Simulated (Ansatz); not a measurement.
# ZnS: which shell does photoemission see at 21.2 and 40.8 eV? (PBE)

The valence band of ZnS mixes several shells. Work out by hand which one leads the spectrum's area at each photon energy.

Filled states come from the projected DOS of Ansatz 0.2.0 (PBE, plane waves); cross sections σ and asymmetry parameters β are those of free atoms in a Dirac–Hartree–Slater calculation. A shell's area is states × σ × angular factor, which is 1 + β·P₂(cos θ) for linear light, with θ = 54.7° from the polarisation and P₂ = 0.001.

**At 21.2 eV** (states counted from 11.0 eV below the zero; other shells add 0.32 to the products' sum of 95.7):

```
shell  filled states a cell  cross section (Mb an electron)     β  angular factor  product  share by hand (%)  share in the simulated spectrum (%)
 S 3p                 52.18                            1.08  1.85            1.00     56.4                 59                                   59
Zn 3d                 99.00                           0.394  0.01            1.00       39                 41                                   41
```

**At 40.8 eV** (states counted from 14.6 eV below the zero; other shells add 4.3 to the products' sum of 87.1):

| shell | filled states a cell | cross section (Mb an electron) | β | angular factor | product | share by hand (%) | share in the simulated spectrum (%) |
| --- | --- | --- | --- | --- | --- | --- | --- |
| S 3p | 52.27 | 0.136 | 0.09 | 1.00 | 7.13 | 8 | 8 |
| Zn 3d | 99.75 | 0.759 | -0.10 | 1.00 | 75.7 | 87 | 87 |

S 3p leads at 21.2 eV and Zn 3d at 40.8 eV. Between the two energies σ of S 3p changes by a factor 0.13 and that of Zn 3d by 1.9, so their ratio moves 15-fold in favour of the second. The simulated spectrum uses the same rule on the energy-resolved DOS, so the two share columns agree within a few points.

Only crystals where the two columns agree within 4 points and the lead is clear are worked in this form. Free-atom cross sections ignore the solid's final states, no escape depth or background enters, and the count of states a shell hangs on the projection.

[Logs are printed without paths, hosts, clocks, repeated set-up lines and the standing remarks that a program may print on its own settings, such as how far it seeks lower states.]
